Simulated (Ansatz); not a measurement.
# Cs on Co(0001): change of the work function, part 3 of 4

Wanted: Δφ(θ) for Cs/Co(0001), starting from the fcc site.

Ansatz 0.2.0; plane-wave DFT, PBE, Ansatz PAW.

So far, work function, upper face (eV): step 2 (the clean slab) 4.93; step 3 (37 atoms, coverage 0.111 ML, cell 3x3) 1.56.

## (4) Adsorbate added, k-mesh 6×6×1, coverage 0.25 ML

System of this step: Cs/Co(0001). The cell holds 17 atoms: 16 Co and 1 Cs. Its edges and angles: a = 5.020 Å, b = 5.020 Å, c = 27.551 Å, α = 90.0°, β = 90.0°, γ = 60.0°. Vacuum lies along c.

Another coverage, to see how the dipoles act on each other as their distance changes.

input.yaml

```yaml
crystal:
  lattice:
    - [5.02, 0.0, 0.0]
    - [2.51, 4.347447527, 0.0]
    - [0.0, 0.0, 27.5511662763]
  atoms:
    - { symbol: Co, position: [0.3333333333, 0.3333333333, 0.3266649371], spin: 1.82 }
    - { symbol: Co, position: [0.0, 0.0, 0.4005496497], spin: 1.76 }
    - { symbol: Co, position: [0.3333333333, 0.3333333333, 0.4747899592], spin: 1.74 }
    - { symbol: Co, position: [0.0, 0.0, 0.5454012703], spin: 1.79 }
    - { symbol: Co, position: [0.3333333333, 0.8333333333, 0.3266649371], spin: 1.82 }
    - { symbol: Co, position: [0.0, 0.5, 0.4005496497], spin: 1.76 }
    - { symbol: Co, position: [0.3333333333, 0.8333333333, 0.4747899592], spin: 1.74 }
    - { symbol: Co, position: [0.0, 0.5, 0.5454012703], spin: 1.79 }
    - { symbol: Co, position: [0.8333333333, 0.3333333333, 0.3266649371], spin: 1.82 }
    - { symbol: Co, position: [0.5, 0.0, 0.4005496497], spin: 1.76 }
    - { symbol: Co, position: [0.8333333333, 0.3333333333, 0.4747899592], spin: 1.74 }
    - { symbol: Co, position: [0.5, 0.0, 0.5454012703], spin: 1.79 }
    - { symbol: Co, position: [0.8333333333, 0.8333333333, 0.3266649371], spin: 1.82 }
    - { symbol: Co, position: [0.5, 0.5, 0.4005496497], spin: 1.76 }
    - { symbol: Co, position: [0.8333333333, 0.8333333333, 0.4747899592], spin: 1.74 }
    - { symbol: Co, position: [0.5, 0.5, 0.5454012703], spin: 1.79 }
    - { symbol: Cs, position: [0.1666666667, 0.1666666667, 0.6733350629] }
magnetization:
  spin_polarized: true
kpoints:
  mp_grid: { grid: [6, 6, 1] }
hamiltonian:
  xc: pbe
scf:
  occupations: { method: fermi_dirac, width: 0.1 }
  convergence: { dr2_threshold: 1.0e-08 }
efield:
  axis: 3
  dipole_correction: true
  ramp_position: 0.97
  ramp_width: 0.06
relax:
  f_tol: 0.02
  max_steps: 60
  constraints: [{ sites: [0, 1, 4, 5, 8, 9, 12, 13] }]
output:
  dos: { projected: true, e_range: [-8, 4] }
  write_potential: true
  write_density: true
  volumetric_format: npy
  elf: true
```

Launch:

```
$ ansatz run input.yaml --threads 4 --pin off --max-ram 16384MiB --backend cpu --events-out ev --progress --plain --runs-dir out
```

Numbers of over 12 decimals in the logs are rounded to 6 here.

The log of the run:

```text
[...]
Crystal: 17 atoms, lattice volume = 601.282 Å³
Basis set: ecut = 420 eV, 11799 PW (Γ), exchange–correlation on 72×72×384 points (8 copies of the dense FFT grid, shifted against one another)
Bands: 186, of which v1, the nominal top of the filled ones, is band 141 counted from 1 (140 counted from 0)
Symmetry: 6 space group operations
k-points: 7 of 36 (time reversal used)
[...]
Starting moments: Σ|m| = 28.44 μB on 16 of 17 sites
[...]
SCF iter   1: F=—  HF=-87678.766907 eV  |F-HF|=—  |Δ(HF+E_count)|=         —  Δρ=4.23e-2 (↑9.44e-3 ↓4.23e-2)  dr2=3.47e1  dr2_m=2.23e0  M=27.809 μB ∫|m|=28.773 μB  β_m=1.00  ethr=3.10e-3  p=0.000 e·Å  D=3.50e-6 V/Å  ΔV_dip=-0.00 eV  dr2_dipole=2.86e0  V_vac-E_F(+/−)=7.33/7.33 eV  ⟨swp⟩=9.5  Hψ=13099  notcnv=0  defer=171
[...]
SCF iter  21: F=-87684.414976 eV  HF=-87684.414976 eV  |F-HF|=6.26e-10  |Δ(HF+E_count)|=   4.90e-9  Δρ=2.40e-7 (↑1.85e-7 ↓2.40e-7)  dr2=1.38e-9  dr2_m=8.87e-11  M=27.249 μB ∫|m|=29.968 μB  ethr=1.99e-12  p=0.338 e·Å  D=1.02e-1 V/Å  ΔV_dip=-2.81 eV  dr2_dipole=1.54e-10  V_vac-E_F(+/−)=2.17/4.98 eV  ⟨swp⟩=15.1  Hψ=19258  notcnv=0
SCF 1 converged in 21 iterations: F = -87684.414976 eV  dr2 = 1.38e-9
[...]
relax step   1: F+E_penalty+E_count = -87684.41497594 eV  Δ(F+E_penalty+E_count) = +0.000e0 eV  max|allowed force component| = 4.345e-1 eV/Å  Δτ_max = 0.0000 Å  (21 SCF iters, accepted)
[...]
SCF iter  15: F=-87684.446097 eV  HF=-87684.446097 eV  |F-HF|=2.98e-9  |Δ(HF+E_count)|=  2.62e-10  Δρ=5.21e-7 (↑1.71e-7 ↓5.21e-7)  dr2=3.32e-9  dr2_m=2.13e-10  M=27.241 μB ∫|m|=29.962 μB  ethr=1.90e-12  p=0.343 e·Å  D=1.03e-1 V/Å  ΔV_dip=-2.84 eV  dr2_dipole=2.02e-10  V_vac-E_F(+/−)=2.14/4.98 eV  ⟨swp⟩=12.3  Hψ=14745  notcnv=0
SCF 2 converged in 15 iterations: F = -87684.446097 eV  dr2 = 3.32e-9
[...]
relax step   2: F+E_penalty+E_count = -87684.44609691 eV  Δ(F+E_penalty+E_count) = -3.112e-2 eV  max|allowed force component| = 4.006e-1 eV/Å  Δτ_max = 0.0706 Å  (15 SCF iters, accepted)
SCF iter   1: F=—  HF=-87684.520545 eV  |F-HF|=—  |Δ(HF+E_count)|=         —  Δρ=1.96e-3 (↑1.18e-3 ↓1.96e-3)  dr2=1.04e-1  dr2_m=1.01e-2  M=27.212 μB ∫|m|=29.946 μB  β_m=1.00  ethr=1.23e-4  p=0.343 e·Å  D=1.03e-1 V/Å  ΔV_dip=-2.84 eV  dr2_dipole=3.82e-3  V_vac-E_F(+/−)=2.15/4.99 eV  ⟨swp⟩=7.1  Hψ=7438  notcnv=0  defer=182
[...]
SCF iter  14: F=-87684.515431 eV  HF=-87684.515431 eV  |F-HF|=5.41e-9  |Δ(HF+E_count)|=   1.98e-9  Δρ=6.40e-7 (↑2.60e-7 ↓6.40e-7)  dr2=5.66e-9  dr2_m=4.32e-10  M=27.215 μB ∫|m|=29.951 μB  ethr=2.32e-12  p=0.358 e·Å  D=1.08e-1 V/Å  ΔV_dip=-2.97 eV  dr2_dipole=2.15e-9  V_vac-E_F(+/−)=2.01/4.98 eV  ⟨swp⟩=11.2  Hψ=16916  notcnv=0
SCF 3 converged in 14 iterations: F = -87684.515431 eV  dr2 = 5.66e-9
relax step   3: F+E_penalty+E_count = -87684.51543053 eV  Δ(F+E_penalty+E_count) = -6.933e-2 eV  max|allowed force component| = 2.327e-1 eV/Å  Δτ_max = 0.1967 Å  (14 SCF iters, accepted)
[...]
relax step   4: F+E_penalty+E_count = -87684.53828731 eV  Δ(F+E_penalty+E_count) = -2.286e-2 eV  max|allowed force component| = 3.332e-2 eV/Å  Δτ_max = 0.1949 Å  (17 SCF iters, accepted)
SCF iter   1: F=—  HF=-87684.538540 eV  |F-HF|=—  |Δ(HF+E_count)|=         —  Δρ=4.90e-4 (↑3.66e-4 ↓4.90e-4)  dr2=3.26e-3  dr2_m=9.01e-4  M=27.102 μB ∫|m|=29.848 μB  β_m=1.00  ethr=7.36e-7  p=0.377 e·Å  D=1.13e-1 V/Å  ΔV_dip=-3.13 eV  dr2_dipole=6.72e-4  V_vac-E_F(+/−)=1.84/4.97 eV  ⟨swp⟩=3.4  Hψ=6395  notcnv=0  defer=190
[...]
SCF iter  12: F=-87684.538811 eV  HF=-87684.538811 eV  |F-HF|=2.31e-9  |Δ(HF+E_count)|=   2.85e-9  Δρ=4.39e-7 (↑2.91e-7 ↓4.39e-7)  dr2=3.34e-9  dr2_m=1.95e-10  M=27.095 μB ∫|m|=29.842 μB  ethr=1.00e-12  p=0.376 e·Å  D=1.13e-1 V/Å  ΔV_dip=-3.12 eV  dr2_dipole=6.64e-11  V_vac-E_F(+/−)=1.85/4.97 eV  ⟨swp⟩=8.9  Hψ=16267  notcnv=0
SCF 5 converged in 12 iterations: F = -87684.538811 eV  dr2 = 3.34e-9
relax step   5: F+E_penalty+E_count = -87684.53881136 eV  Δ(F+E_penalty+E_count) = -5.241e-4 eV  max|allowed force component| = 5.632e-3 eV/Å  Δτ_max = 0.0071 Å  (12 SCF iters, accepted)
[...]
SCF converged after 12 iterations
Magnetization: 27.0951 μB (154.0476 up, 126.9524 down)
Absolute magnetization: 29.8494 μB (∫|ρ↑−ρ↓|, with the PAW one-centre terms)
[...]
Per-site moments (μB) at R_I (Å): [(1.821902, 1.030734), (1.756355, 1.030734), (1.732935, 1.000628), (1.735707, 0.998928), (1.821902, 1.030734), (1.756355, 1.030734), (1.732935, 1.000628), (1.735707, 0.998928), (1.821902, 1.030734), (1.756355, 1.030734), (1.732935, 1.000628), (1.735707, 0.998928), (1.824434, 1.030734), (1.752329, 1.030734), (1.737727, 0.998928), (1.777862, 1.010184), (-0.011083, 1.402064)]
Free energy (F): -87684.538811 eV
[...]
Internal energy: -87683.957957 eV  (E = F + TS)
E sigma→0 (E₀):  -87684.248384 eV
Entropy (-TS):   -0.580855 eV (-34.168 meV/atom)
Fermi energy:    3.975361 eV
Dipole field:    D = 0.113132 V/Å  (p = 0.375926 e·Å, saw-weighted, corrected)
Work function:   Φ+ = 1.8549 eV   Φ− = 4.9719 eV
[...]
--- Forces (eV/Å), atoms counted from 1 ---
  atom   1  Co     0.00099579     0.00057492     0.50544424
  atom   2  Co     0.01308669     0.00755560    -0.50368207
  atom   3  Co    -0.00120728    -0.00069702    -0.00057285
  atom   4  Co    -0.00311582    -0.00179892    -0.00354160
  atom   5  Co     0.00000000    -0.00114984     0.50544424
  atom   6  Co    -0.00000000    -0.01511121    -0.50368207
  atom   7  Co    -0.00000000     0.00139404    -0.00057285
  atom   8  Co    -0.00000000     0.00359784    -0.00354160
  atom   9  Co    -0.00099579     0.00057492     0.50544424
  atom  10  Co    -0.01308669     0.00755560    -0.50368207
  atom  11  Co     0.00120728    -0.00069702    -0.00057285
  atom  12  Co     0.00311582    -0.00179892    -0.00354160
  atom  13  Co     0.00000000    -0.00000000     0.50327121
  atom  14  Co    -0.00000000     0.00000000    -0.50540868
  atom  15  Co    -0.00000000    -0.00000000     0.00131304
  atom  16  Co    -0.00000000    -0.00000000     0.00222289
  atom  17  Cs     0.00000000     0.00000000     0.00563179
  max |Σ_I F_I| component: 2.66e-5 eV/Å
--- Band table (eV; the first three rows and the last of 14) ---
  k-point 0 ↑: bands = [... 137 lower, 3.0504, 3.0504, 3.0519, 3.2011, 3.2011, 3.2068, 3.2681, 3.2681, ... 41 higher]
  k-point 1 ↑: bands = [... 137 lower, 2.9987, 3.0015, 3.0074, 3.0524, 3.0580, 3.0605, 3.0824, 3.1751, ... 41 higher]
  k-point 2 ↑: bands = [... 137 lower, 2.7376, 2.7394, 2.7702, 2.8338, 2.8935, 2.9057, 2.9093, 2.9122, ... 41 higher]
  k-point 6 ↓: bands = [... 137 lower, 4.6571, 4.7387, 4.7484, 4.7549, 4.7624, 4.7648, 4.8214, 4.8229, ... 41 higher]
--- Relaxed structure (5 steps of the walk, 5 accepted, 0 SCFs on fresh bases) ---
  F+E_penalty+E_count = -87684.53881136 eV   max|allowed force component| = 5.632e-3 eV/Å
  atoms:
    - { symbol: Co, position: [0.333333, 0.333333, 0.326665] }
    - { symbol: Co, position: [2.6667121670171407e-17, 2.6667121670171404e-17, 0.400550] }
    - { symbol: Co, position: [0.333771, 0.333771, 0.474854] }
    - { symbol: Co, position: [-0.00121609, -0.00121609, 0.545266] }
    - { symbol: Co, position: [0.333333, 0.833333, 0.326665] }
    - { symbol: Co, position: [0.0, 0.500000, 0.400550] }
    - { symbol: Co, position: [0.333771, 0.832458, 0.474854] }
    - { symbol: Co, position: [-0.00121609, 0.502432, 0.545266] }
    - { symbol: Co, position: [0.833333, 0.333333, 0.326665] }
    - { symbol: Co, position: [0.5, 2.6667121670171404e-17, 0.400550] }
    - { symbol: Co, position: [0.832458, 0.333771, 0.474854] }
    - { symbol: Co, position: [0.502432, -0.00121609, 0.545266] }
    - { symbol: Co, position: [0.833333, 0.833333, 0.326665] }
    - { symbol: Co, position: [0.5, 0.500000, 0.400550] }
    - { symbol: Co, position: [0.833333, 0.833333, 0.474560] }
    - { symbol: Co, position: [0.5, 0.500000, 0.546608] }
    - { symbol: Cs, position: [0.166667, 0.166667, 0.656678] }
```

Run time: 7.6 min. Hardware: 4 threads of Arm Neoverse V1, shared host; peak memory 3.3 GiB.

The steps of the relaxation:

| step | energy less that of the first step (eV) | largest force component (eV/Å) |
| --- | --- | --- |
| 1 | 0.0000 | 0.4345 |
| 2 | -0.0311 | 0.4006 |
| 3 | -0.1005 | 0.2327 |
| 4 | -0.1233 | 0.0333 |
| 5 | -0.1238 | 0.0056 |

Forces are held to the 6 operations that the run works with; a distortion that breaks them can't arise in this run.

The atoms that moved most (Å):

| atom | dx | dy | dz | length |
| --- | --- | --- | --- | --- |
| Cs17 | 0.000 | 0.000 | -0.459 | 0.459 |
| Co16 | 0.000 | 0.000 | 0.033 | 0.033 |
| Co8 | 0.000 | 0.011 | -0.004 | 0.011 |
| Co12 | 0.009 | -0.005 | -0.004 | 0.011 |
| Co4 | -0.009 | -0.005 | -0.004 | 0.011 |
| Co15 | 0.000 | 0.000 | -0.006 | 0.006 |

The relaxed structure:

```xyz
17
Lattice="5.0200 0.0000 0.0000 2.5100 4.3474 0.0000 0.0000 0.0000 27.5512" Properties=species:S:1:pos:R:3
Co    2.5100    1.4491    9.0000
Co    0.0000    0.0000   11.0356
Co    2.5133    1.4511   13.0828
Co   -0.0092   -0.0053   15.0227
Co    3.7650    3.6229    9.0000
Co    1.2550    2.1737   11.0356
Co    3.7650    3.6191   13.0828
Co    1.2550    2.1843   15.0227
Co    5.0200    1.4491    9.0000
Co    2.5100    0.0000   11.0356
Co    5.0167    1.4511   13.0828
Co    2.5192   -0.0053   15.0227
Co    6.2750    3.6229    9.0000
Co    3.7650    2.1737   11.0356
Co    6.2750    3.6229   13.0747
Co    3.7650    2.1737   15.0597
Cs    1.2550    0.7246   18.0922
```

Numbers from this step:

- energy at zero smearing: -87684.2484 eV
- total moment: 27.10 μB
- work function, upper face: 1.855 eV
- work function, lower face: 4.972 eV
- dipole along the normal: 0.3759 e·Å
- step between the vacuum levels: -3.117 eV

Running mean over 2.03561 Å of the planar mean; the ramp of the sawtooth is left out. Electron's electrostatic potential energy less the Fermi level against z:

| z (Å) | electron's electrostatic potential energy less the Fermi level (eV) |
| --- | --- |
| 3.5 | 4.97 |
| 4.0 | 4.97 |
| 4.5 | 4.97 |
| 5.0 | 4.97 |
| 5.5 | 4.95 |
| 6.0 | 4.91 |
| 6.5 | 4.75 |
| 7.0 | 4.19 |
| 7.5 | 1.90 |
| 8.0 | -3.47 |
| 8.5 | -8.57 |
| 9.0 | -10.3 |
| 9.5 | -10.5 |
| 10.0 | -10.5 |
| 10.5 | -10.5 |
| 11.0 | -10.5 |
| 11.5 | -10.5 |
| 12.0 | -10.5 |
| 12.5 | -10.5 |
| 13.0 | -10.6 |
| 13.5 | -11.0 |
| 14.0 | -11.5 |
| 14.5 | -11.1 |
| 15.0 | -10.4 |
| 15.5 | -8.97 |
| 16.0 | -4.59 |
| 16.5 | -0.516 |
| 17.0 | -0.261 |
| 17.5 | -1.88 |
| 18.0 | -3.18 |
| 18.5 | -3.12 |
| 19.0 | -1.98 |
| 19.5 | -0.514 |
| 20.0 | 0.703 |
| 20.5 | 1.28 |
| 21.0 | 1.54 |
| 21.5 | 1.68 |
| 22.0 | 1.76 |
| 22.5 | 1.81 |
| 23.0 | 1.83 |
| 23.5 | 1.84 |
| 24.0 | 1.85 |

The density of states has structure finer than the step of the table below, so its rows give means over 0.25 eV, whole bins alone (the curve runs from -8 to 1.98 eV). Peaks (eV: height): total -3.340: 56.6, -2.530: 56.8, -2.170: 55.9, -1.110: 68.7, -0.900: 68.8, -0.810: 79.3, -0.750: 61.1; up -3.340: 47.3, -2.890: 32.4, -2.440: 42.8, -1.650: 39.7, -1.080: 50.2, -0.870: 36.1, -0.810: 50.4; down -0.930: 37.9, -0.840: 46.2, -0.750: 37.5, -0.360: 37.0, 0.090: 38.2, 1.020: 39.7, 1.110: 50.3.

Density of states against energy, zero at the Fermi level; means over each step; values in states/eV a cell:

| energy (eV) | total | up | down |
| --- | --- | --- | --- |
| -7.75 | 0.941 | 0.474 | 0.466 |
| -7.50 | 0.905 | 0.462 | 0.444 |
| -7.25 | 1.05 | 0.554 | 0.495 |
| -7.00 | 2.29 | 1.24 | 1.05 |
| -6.75 | 2.12 | 1.03 | 1.09 |
| -6.50 | 1.87 | 1.02 | 0.846 |
| -6.25 | 2.09 | 1.06 | 1.03 |
| -6.00 | 2.62 | 1.70 | 0.921 |
| -5.75 | 3.09 | 1.43 | 1.66 |
| -5.50 | 2.78 | 1.72 | 1.05 |
| -5.25 | 4.17 | 2.79 | 1.38 |
| -5.00 | 9.00 | 7.78 | 1.21 |
| -4.75 | 11.6 | 7.97 | 3.60 |
| -4.50 | 14.0 | 11.4 | 2.57 |
| -4.25 | 16.4 | 14.9 | 1.50 |
| -4.00 | 18.3 | 10.8 | 7.51 |
| -3.75 | 19.6 | 15.4 | 4.20 |
| -3.50 | 24.5 | 16.1 | 8.34 |
| -3.25 | 23.6 | 13.6 | 9.95 |
| -3.00 | 29.7 | 20.2 | 9.53 |
| -2.75 | 30.5 | 21.5 | 9.00 |
| -2.50 | 43.4 | 32.0 | 11.4 |
| -2.25 | 42.2 | 23.0 | 19.2 |
| -2.00 | 26.2 | 18.1 | 8.13 |
| -1.75 | 27.4 | 19.7 | 7.71 |
| -1.50 | 36.5 | 20.1 | 16.4 |
| -1.25 | 42.1 | 23.2 | 18.9 |
| -1.00 | 53.4 | 29.6 | 23.8 |
| -0.75 | 49.9 | 23.0 | 27.0 |
| -0.50 | 22.7 | 5.10 | 17.6 |
| -0.25 | 17.7 | 2.61 | 15.1 |
| 0.00 | 17.4 | 4.62 | 12.8 |
| 0.25 | 18.3 | 2.68 | 15.6 |
| 0.50 | 19.6 | 1.76 | 17.9 |
| 0.75 | 21.8 | 2.86 | 18.9 |
| 1.00 | 36.2 | 4.06 | 32.1 |
| 1.25 | 20.6 | 4.95 | 15.6 |
| 1.50 | 11.5 | 3.13 | 8.33 |
| 1.75 | 7.28 | 3.71 | 3.57 |

Projected DOS per atom over height of the atomic layer and energy from the Fermi level. Layers: Co4 Co4 Co4 Co4 Cs from below.

Values in states/eV, 22 rows by 5 columns, each cell a mean:
```
0.24 0.18 0.18 0.25 0.14
0.94 1.14 1.19 0.99 0.35
1.56 1.68 1.62 1.44 0.85
1.39 0.93 0.95 1.33 0.71
0.95 0.86 0.74 0.96 0.46
1.67 1.50 1.55 1.51 0.27
3.18 2.92 3.10 3.29 0.20
2.75 2.23 1.99 2.60 0.30
1.79 1.42 1.29 1.67 0.16
2.86 2.34 2.27 2.84 0.05
2.02 1.88 1.89 2.14 0.03
1.18 1.53 1.57 1.22 0.02
1.10 1.30 1.26 1.11 0.01
0.85 1.25 1.30 0.87 0.02
0.52 0.98 1.11 0.66 0.02
0.34 0.51 0.59 0.39 0.03
0.15 0.17 0.18 0.16 0.02
0.11 0.21 0.22 0.13 0.01
0.10 0.14 0.14 0.11 0.01
0.10 0.17 0.18 0.11 0.02
0.03 0.09 0.10 0.04 0.01
0.02 0.09 0.09 0.03 0.01
```
Columns: height of the atomic layer (Å) from 9 to 18.1 (not evenly spaced); rows upwards: energy from the Fermi level (eV) from -7.96 to 1.95.

(Part 3 of 4 ends here.)

[Logs are printed without paths, hosts, clocks, repeated set-up lines and the standing remarks that a program may print on its own settings, such as how far it seeks lower states.]

[Hosts, paths, dates, database ids (printed as entryN), source tags and the programs' standing remarks are cut or masked in the printed files.]

[Maps of the electrostatic potential energy from Ansatz leave out the sawtooth potential of an applied field or a dipole correction, so their vacuum need not be flat; planar profiles and work functions include it.]
